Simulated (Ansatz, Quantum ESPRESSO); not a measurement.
# 1T-SiSTe, 1 layer in an electric field, part 2 of 6

How does 1T-SiSTe, 1 layer respond to a gate-like field without added charge?

Quantum ESPRESSO 7.5; plane-wave DFT, RPBE, GBRV ultrasoft pseudopotentials made under PBE; geometry and cross-check by Ansatz 0.2.0 with PAW datasets.

So far: Set-up; Geometry from Ansatz.

## Step 3: Self-consistent run: no field

The zero-field run is the reference. tefield and dipfield are on already, so that all runs share k-points and boundary.

Level of this step: plane-wave DFT, RPBE, GBRV ultrasoft pseudopotentials made under PBE (Quantum ESPRESSO 7.5). input_dft overrides the functional of the files.

The input, f0.in:

```
&control
  prefix = 'f0'
  outdir = './out'
  pseudo_dir = './pseudo'
  calculation = 'scf'
  tprnfor = .true.
  tefield = .true.
  dipfield = .true.
/
&system
  ibrav = 0
  nat = 3
  ntyp = 3
  ecutwfc = 40
  ecutrho = 200
  input_dft = 'rpbe'
  occupations = 'smearing'
  smearing = 'fd'
  degauss = 0.004
  edir = 3
  emaxpos = 0.97
  eopreg = 0.04
  eamp = 0.0
/
&electrons
  conv_thr = 1e-09
  mixing_beta = 0.4
  electron_maxstep = 120
  mixing_mode = 'plain'
/
ATOMIC_SPECIES
  Te  127.6000  te_pbe_v1.uspp.F.UPF
  Si  28.0850  si_pbe_v1.uspp.F.UPF
  S   32.0600  s_pbe_v1.4.uspp.F.UPF
CELL_PARAMETERS angstrom
  3.52576434363303 0.00000000000000 -0.00000000000000
  -1.76288217181651 3.05340148934357 -0.00000000000000
  -0.00000000000000 -0.00000000000000 19.30477884860000
ATOMIC_POSITIONS crystal
  Te  0.666666666667 0.333333333333 0.421772151699
  Si  -0.000000000000 -0.000000000000 0.513517052232
  S   0.333333333333 0.666666666667 0.578073406169
K_POINTS automatic
  12 12 1 0 0 0
```

Run with:

```bash
> OMP_NUM_THREADS=1 mpirun -n 4 pw.x -nk 4 -in f0.in > f0.out
```

Output:

```text
Program PWSCF v.7.5 starts
[citation notice left out]

     Parallel version (MPI & OpenMP), running on       4 processor cores
     Number of MPI processes:                 4
     Threads/MPI process:                     1

     MPI processes distributed on     1 nodes
[...]
Current dimensions of program PWSCF are:
     Max number of different atomic species (ntypx) = 10
     Max number of k-points (npk) =  40000
     Max angular momentum in pseudopotentials (lmaxx) =  4
     Presently no symmetry can be used with electric field

     IMPORTANT: XC functional enforced from input :
     Exchange-correlation= RPBE
                           (   1   4  44   4   0   0   0)
     Any further DFT definition will be discarded
     Please, verify this is what you really want

     K-points division:     npool     =       4
     Subspace diagonalization in iterative solution of the eigenvalue problem:
     a serial algorithm will be used

     G-vector sticks info
     --------------------
     sticks:   dense  smooth     PW     G-vecs:    dense   smooth      PW
     Sum         595     499    163                66627    47985    9103

     Using Slab Decomposition

     bravais-lattice index     =            0
     lattice parameter (alat)  =       6.6627  a.u.
     unit-cell volume          =    1402.4863 (a.u.)^3
     number of atoms/cell      =            3
     number of atomic types    =            3
     number of electrons       =        16.00
     number of Kohn-Sham states=           12
     kinetic-energy cutoff     =      40.0000  Ry
     charge density cutoff     =     200.0000  Ry
     scf convergence threshold =      1.0E-09
     mixing beta               =       0.4000
     number of iterations used =            8  plain     mixing
     Exchange-correlation= RPBE
                           (   1   4  44   4   0   0   0)

     celldm(1)=   6.662729  celldm(2)=   0.000000  celldm(3)=   0.000000
     celldm(4)=   0.000000  celldm(5)=   0.000000  celldm(6)=   0.000000

     crystal axes: (cart. coord. in units of alat)
               a(1) = (   1.000000   0.000000  -0.000000 )
               a(2) = (  -0.500000   0.866025  -0.000000 )
               a(3) = (  -0.000000  -0.000000   5.475346 )

     reciprocal axes: (cart. coord. in units 2 pi/alat)
               b(1) = (  1.000000  0.577350  0.000000 )
               b(2) = (  0.000000  1.154701  0.000000 )
               b(3) = (  0.000000  0.000000  0.182637 )

     PseudoPot. # 1 for Te read from file:
     ./pseudo/te_pbe_v1.uspp.F.UPF
     Pseudo is Ultrasoft + core correction, Zval =  6.0
     Generated by new atomic code, or converted to UPF format
     Using radial grid of  891 points,  5 beta functions with:
                l(1) =   0
                l(2) =   0
                l(3) =   1
                l(4) =   1
                l(5) =   2
     Q(r) pseudized with  6 coefficients,  rinner =    1.800   1.800   1.800
                                                       1.800   1.800

     PseudoPot. # 2 for Si read from file:
     ./pseudo/si_pbe_v1.uspp.F.UPF
     Pseudo is Ultrasoft + core correction, Zval =  4.0
     Generated by new atomic code, or converted to UPF format
     Using radial grid of  899 points,  6 beta functions with:
                l(1) =   0
                l(2) =   0
                l(3) =   1
                l(4) =   1
                l(5) =   2
                l(6) =   2
     Q(r) pseudized with  8 coefficients,  rinner =    0.900   0.900   0.900
                                                       0.900   0.900

     PseudoPot. # 3 for S  read from file:
     ./pseudo/s_pbe_v1.4.uspp.F.UPF
     Pseudo is Ultrasoft + core correction, Zval =  6.0
     Generated by new atomic code, or converted to UPF format
     Using radial grid of  907 points,  6 beta functions with:
                l(1) =   0
                l(2) =   0
                l(3) =   1
                l(4) =   1
                l(5) =   2
                l(6) =   2
     Q(r) pseudized with  8 coefficients,  rinner =    1.300   1.300   1.300
                                                       1.300   1.300

     atomic species   valence    mass     pseudopotential
     Te                6.00   127.60000     Te( 1.00)
     Si                4.00    28.08500     Si( 1.00)
     S                 6.00    32.06000     S ( 1.00)

     No symmetry found

   Cartesian axes

     site n.     atom                  positions (alat units)
         1        Te     tau(   1) = (   0.5000000   0.2886751   2.3093484  )
         2        Si     tau(   2) = (   0.0000000  -0.0000000   2.8116834  )
         3        S      tau(   3) = (  -0.0000000   0.5773503   3.1651518  )

     number of k points=    74  Fermi-Dirac smearing, width (Ry)=  0.0040
                       cart. coord. in units 2pi/alat
        k(    1) = (   0.0000000   0.0000000   0.0000000), wk =   0.0138889
        k(    2) = (   0.0000000   0.0962250   0.0000000), wk =   0.0277778
        k(    3) = (   0.0000000   0.1924501   0.0000000), wk =   0.0277778
        k(    4) = (   0.0000000   0.2886751   0.0000000), wk =   0.0277778
        k(    5) = (   0.0000000   0.3849002   0.0000000), wk =   0.0277778
        k(    6) = (   0.0000000   0.4811252   0.0000000), wk =   0.0277778
        k(    7) = (   0.0000000  -0.5773503   0.0000000), wk =   0.0138889
        k(    8) = (   0.0833333   0.0481125   0.0000000), wk =   0.0277778
        k(    9) = (   0.0833333   0.1443376   0.0000000), wk =   0.0277778
        k(   10) = (   0.0833333   0.2405626   0.0000000), wk =   0.0277778
[...]
k(   74) = (  -0.5000000  -0.8660254   0.0000000), wk =   0.0138889

     Dense  grid:    66627 G-vectors     FFT dimensions: (  30,  30, 180)

     Smooth grid:    47985 G-vectors     FFT dimensions: (  27,  27, 150)

     Estimated max dynamical RAM per process >     120.87 MB

     Estimated total dynamical RAM >     434.69 MB

     Initial potential from superposition of free atoms

     starting charge      15.9991, renormalised to      16.0000

     negative rho (up, down):  3.510E-04 0.000E+00

     Adding external electric field

     Computed dipole along edir(3) :
        Dipole               -0.0003 Ry au,         -0.0007 Debye
        Dipole field         -0.0000 Ry au,

        Potential amp.        0.0002 Ry
        Total length         35.0215 bohr

     Starting wfcs are   12 randomized atomic wfcs

     total cpu time spent up to now is        1.3 secs

     per-process dynamical memory:    62.8 Mb

     Self-consistent Calculation

     iteration #  1     ecut=    40.00 Ry     beta= 0.40
     Davidson diagonalization with overlap
     ethr =  1.00E-02,  avg # of iterations =  3.2

     Threshold (ethr) on eigenvalues was too large:
     Diagonalizing with lowered threshold

     Davidson diagonalization with overlap
     ethr =  5.20E-04,  avg # of iterations =  3.1

     negative rho (up, down):  3.518E-04 0.000E+00

     Adding external electric field

     Computed dipole along edir(3) :
        Dipole               -0.4069 Ry au,         -1.0342 Debye
        Dipole field         -0.0036 Ry au,

        Potential amp.        0.2553 Ry
        Total length         35.0215 bohr

     total cpu time spent up to now is        5.8 secs

     total energy              =     -60.25471278 Ry
     estimated scf accuracy    <       0.08543626 Ry

     iteration #  2     ecut=    40.00 Ry     beta= 0.40
[...]
negative rho (up, down):  3.440E-04 0.000E+00

[...]
Dipole               -0.0376 Ry au,         -0.0957 Debye
[...]
total energy              =     -60.23436574 Ry
     estimated scf accuracy    <       0.47100508 Ry

     iteration #  3     ecut=    40.00 Ry     beta= 0.40
[...]
negative rho (up, down):  3.492E-04 0.000E+00

[...]
Dipole               -0.0673 Ry au,         -0.1710 Debye
[...]
total energy              =     -60.27997655 Ry
     estimated scf accuracy    <       0.01165684 Ry

     iteration #  4     ecut=    40.00 Ry     beta= 0.40
[...]
negative rho (up, down):  3.512E-04 0.000E+00

[...]
Dipole               -0.0805 Ry au,         -0.2046 Debye
[...]
total energy              =     -60.28081549 Ry
     estimated scf accuracy    <       0.00104879 Ry

     iteration #  5     ecut=    40.00 Ry     beta= 0.40
[...]
negative rho (up, down):  3.544E-04 0.000E+00

[...]
Dipole               -0.0807 Ry au,         -0.2051 Debye
[...]
total energy              =     -60.28099272 Ry
     estimated scf accuracy    <       0.00015461 Ry

     iteration #  6     ecut=    40.00 Ry     beta= 0.40
[...]
negative rho (up, down):  3.561E-04 0.000E+00

[...]
Dipole               -0.0781 Ry au,         -0.1985 Debye
[...]
total energy              =     -60.28101219 Ry
     estimated scf accuracy    <       0.00003405 Ry

     iteration #  7     ecut=    40.00 Ry     beta= 0.40
[...]
negative rho (up, down):  3.570E-04 0.000E+00

[...]
Dipole               -0.0785 Ry au,         -0.1995 Debye
[...]
total energy              =     -60.28102181 Ry
     estimated scf accuracy    <       0.00000345 Ry

     iteration #  8     ecut=    40.00 Ry     beta= 0.40
[...]
negative rho (up, down):  3.573E-04 0.000E+00

[...]
Dipole               -0.0784 Ry au,         -0.1993 Debye
[...]
total energy              =     -60.28102352 Ry
     estimated scf accuracy    <       0.00000044 Ry

     iteration #  9     ecut=    40.00 Ry     beta= 0.40
[...]
negative rho (up, down):  3.574E-04 0.000E+00

[...]
Dipole               -0.0786 Ry au,         -0.1997 Debye
[...]
total energy              =     -60.28102366 Ry
     estimated scf accuracy    <       0.00000003 Ry

     iteration # 10     ecut=    40.00 Ry     beta= 0.40
[...]
negative rho (up, down):  3.575E-04 0.000E+00

[...]
Dipole               -0.0785 Ry au,         -0.1996 Debye
[...]
total energy              =     -60.28102367 Ry
     estimated scf accuracy    <          7.1E-09 Ry

     iteration # 11     ecut=    40.00 Ry     beta= 0.40
[...]
negative rho (up, down):  3.576E-04 0.000E+00

[...]
Dipole               -0.0785 Ry au,         -0.1995 Debye
[...]
End of self-consistent calculation

          k = 0.0000 0.0000 0.0000 (  6037 PWs)   bands (ev):

   -16.0219 -13.5883  -7.5249  -3.3014  -3.2505  -3.2505  -0.2504  -0.2504
     0.1597   2.4534   2.7015   2.7015

          k = 0.0000 0.0962 0.0000 (  6027 PWs)   bands (ev):

   -15.9387 -13.5086  -7.4897  -3.8252  -3.3982  -3.2546  -1.0389  -0.3296
     0.6301   2.3908   2.7327   2.8333

          k = 0.0000 0.1925 0.0000 (  6023 PWs)   bands (ev):

   -15.6950 -13.2765  -7.4483  -4.9047  -3.7471  -3.1574  -2.3871  -0.5846
     0.7799   2.3078   3.1840   3.2192

          k = 0.0000 0.2887 0.0000 (  5990 PWs)   bands (ev):

   -15.3134 -12.9184  -7.6781  -5.7476  -4.1387  -3.8123  -2.8793  -0.9419
     0.0999   2.5194   3.6088   3.6562

          k = 0.0000 0.3849 0.0000 (  5982 PWs)   bands (ev):

   -14.8461 -12.4965  -8.3762  -6.2121  -4.5940  -4.4681  -2.7666  -1.2738
    -0.6537   2.3588   3.3168   3.8977

          k = 0.0000 0.4811 0.0000 (  5980 PWs)   bands (ev):

   -14.4101 -12.1377  -9.0605  -6.7898  -4.6817  -4.6023  -2.7752  -1.4981
    -1.2067   2.1055   3.1435   3.8456

[...]
the Fermi energy is    -0.7499 ev

!    total energy              =     -60.28102367 Ry
     estimated scf accuracy    <          2.7E-10 Ry
     smearing contrib. (-TS)   =      -0.00086542 Ry
     internal energy E=F+TS    =     -60.28015825 Ry

     The total energy is F=E-TS. E is the sum of the following terms:
     one-electron contribution =    -270.62155497 Ry
     hartree contribution      =     138.65739657 Ry
     xc contribution           =     -27.27772471 Ry
     ewald contribution        =      98.96166967 Ry
     electric field correction =       0.00005519 Ry

     convergence has been achieved in  11 iterations

     negative rho (up, down):  3.576E-04 0.000E+00

     Forces acting on atoms (cartesian axes, Ry/au):

     atom    1 type  1   force =     0.00000001    0.00000001   -0.00250727
     atom    2 type  2   force =     0.00000003    0.00000003   -0.00054346
     atom    3 type  3   force =    -0.00000004   -0.00000004    0.00305073

     Total force =     0.003986     Total SCF correction =     0.000020

[...]
=------------------------------------------------------------------------------=
   JOB DONE.
=------------------------------------------------------------------------------=
[...]
[key lines of the parts left out:]
Dipole field         -0.0007 Ry au,
```

Wall time 31 s (4 MPI ranks of Arm Neoverse V2, shared host); peak memory 0.49 GiB; 2 min of CPU time.

Numbers from this step:

```
free energy                          : -820.1651 eV
energy at zero smearing              : -820.1592 eV
Fermi energy                         : -0.7499 eV
dipole along the normal              : -0.04153 e·Å
valence top, on the run's zero       : -0.2504 eV
conduction bottom, on the run's zero : -1.399 eV
```

The program's own clock; routines nest. Time by routine:

| routine | wall time (s) | calls |
| --- | --- | --- |
| PWSCF | 29.94 | 1 |
| electrons | 28.21 | 1 |
| c_bands | 21.68 | 12 |
| cegterg | 18.88 | 228 |
| h_psi | 16.02 | 1048 |
| fftw | 14.93 | 17934 |
| vloc_psi | 13.91 | 1048 |
| sum_band | 4.7 | 12 |
| calbec | 1.46 | 1352 |
| newd | 1.25 | 12 |
| init_run | 1.18 | 1 |
| h_psi:calbec | 1.03 | 1048 |
| add_vuspsi | 1.02 | 1048 |
| s_psi | 1 | 1048 |

By band count these two levels touch or overlap: there is no gap, and they are no band edges.

The run needed 11 iterations to bring the estimated error under 1e-09 Ry; the largest force on any atom, held or free, is 0.08 eV/Å.

## Step 4: Electrostatic potential

The vacuum level is read from the electrostatic potential (plot_num = 11), averaged over planes.

The input, f0.pot.in:

```
&inputpp
  prefix = 'f0'
  outdir = './out'
  filplot = 'f0.pot.dat'
  plot_num = 11
/
```

Run with:

```bash
> OMP_NUM_THREADS=1 mpirun -n 4 pp.x -in f0.pot.in > f0.pot.out
```

It took 1 s on 4 MPI ranks; peak memory 0.09 GiB.

Read from the output:

| Property | Result |
| --- | --- |
| work function of the upper face | 4.988 eV |
| slope of the potential above | 1.89e-5 eV/Å |
| upper vacuum line continued to the top atoms, over the Fermi level | 4.988 eV |
| work function of the lower face | 4.290 eV |
| slope of the potential below | -6.18e-5 eV/Å |
| lower vacuum line continued to the bottom atoms, over the Fermi level | 4.290 eV |

The vacuum is flat to 0.1 meV/Å, so its level is well defined. Inside the slab the curve depends on the local part of the pseudopotentials; only the vacuum level has a meaning of its own.

(Continued in part 3 of 6.)

[Logs are printed without paths, hosts, clocks, repeated set-up lines and the standing remarks that a program may print on its own settings, such as how far it seeks lower states.]

[Hosts, paths, dates, database ids (printed as entryN), source tags and the programs' standing remarks are cut or masked in the printed files.]

[Maps of the electrostatic potential energy from Ansatz leave out the sawtooth potential of an applied field or a dipole correction, so their vacuum need not be flat; planar profiles and work functions include it.]
